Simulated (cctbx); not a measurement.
## Interatomic vectors of TbHo4BiRu2

Space group I4/mcm (no. 140), a = 7.8730 Å, b = 7.8730 Å, c = 13.5090 Å, α = 90.00°, β = 90.00°, γ = 90.00°, content Bi4 Ho16 Tb4 Ru8.

Simulated single-crystal data (cctbx): Mo Kα, λ = 0.71073 Å, to d = 0.7 Å, 70 % of the full sphere, strongest reflection 70000 counts, noise from counting, a 4 % proportional error and a noise floor of 2 counts (s.d.); no absorption, some extinction.

Patterson synthesis, origin scaled to 1000:

```text
Patterson group I 4/m m m
      u       v       w   height  length (A)
  0.000   0.000   0.000   1000.0     0.00
  0.000   0.000   0.264    484.0     3.56
  0.000   0.000   0.500    314.8     6.75
  0.000   0.311   0.500    303.2     7.18
  0.157   0.344   0.123    234.3     3.41
  0.000   0.000   0.361    192.3     4.88
  0.000   0.313   0.221    136.2     3.87
  0.188   0.188   0.500    134.1     7.07
  0.000   0.290   0.140    109.8     2.96
  0.133   0.367   0.250     67.3     4.57
  0.212   0.212   0.140     65.7     3.03
  0.189   0.189   0.220     57.8     3.64
  0.134   0.369   0.000     56.4     3.09
  0.000   0.000   0.074      9.4     1.00
```

Q: Assign the vectors.

A peak at u stands for all pairs with xi − xj = u, with weight Σ ZiZj against Σ Z² = 131768 at the origin. Peak heights follow these weights only roughly, since form factors, motion and series ripples differ, all vectors within 0.55 Å of a peak are counted as merged into it though the farther ones add only part of their weight, and F(000) is left out, which lowers the whole map:

| u | v | w | shortest length (Å) | height | 1000 ΣZiZj/ΣZ² | pairs in the cell |
| --- | --- | --- | --- | --- | --- | --- |
| 0.000 | 0.000 | 0.264 | 3.57 | 484 | 600 | 8 × Bi–Tb, 8 × Ho–Ho |
| 0.000 | 0.000 | 0.500 | 5.57 | 315 | 337 | 4 × Bi–Bi, 4 × Tb–Tb |
| 0.000 | 0.311 | 0.500 | 4.21 | 303 | 331 | 8 × Ho–Ho, 4 × Ru–Ru |
| 0.157 | 0.344 | 0.123 | 3.41 | 234 | 301 | 4 × Bi–Ho, 4 × Ho–Tb |
| 0.000 | 0.000 | 0.361 | 4.88 | 192 | 358 | 16 × Ho–Ru |
| 0.000 | 0.313 | 0.221 | 3.87 | 136 | 136 | 4 × Ho–Ho |
| 0.188 | 0.188 | 0.500 | 3.47 | 134 | 166 | 4 × Ho–Ho, 2 × Ru–Ru |
| 0.000 | 0.290 | 0.140 | 2.96 | 110 | 179 | 8 × Ho–Ru |
| 0.133 | 0.367 | 0.250 | 4.57 | 67 | 111 | 4 × Bi–Ru |
| 0.212 | 0.212 | 0.140 | 3.02 | 66 | 89 | 4 × Ho–Ru |

The table stops at ten peaks or at a height of 45, below which ripples compete. In the model behind the data Bi, the heaviest element, has 1 independent site: (1/2, 1/2, 1/4), up to an allowed shift of origin; the Bi–Bi vectors are differences of these positions and their symmetry mates. The whole model:

```
atom  mult.       x       y       z  Ueq (Å²)
 Bi1      4     1/2     1/2     1/4    0.0175
 Ho1     16  0.6569  0.8431  0.1391    0.0137
 Tb1      4     1/2     1/2       0    0.0152
 Ru1      8  0.1339  0.3661       0    0.0234
```

The model was made for the exercise: a known structure type with other elements put in, its volume estimated, not relaxed; displacement parameters are assumed.

[Logs are printed without paths, hosts, clocks, repeated set-up lines and the standing remarks that a program may print on its own settings, such as how far it seeks lower states.]
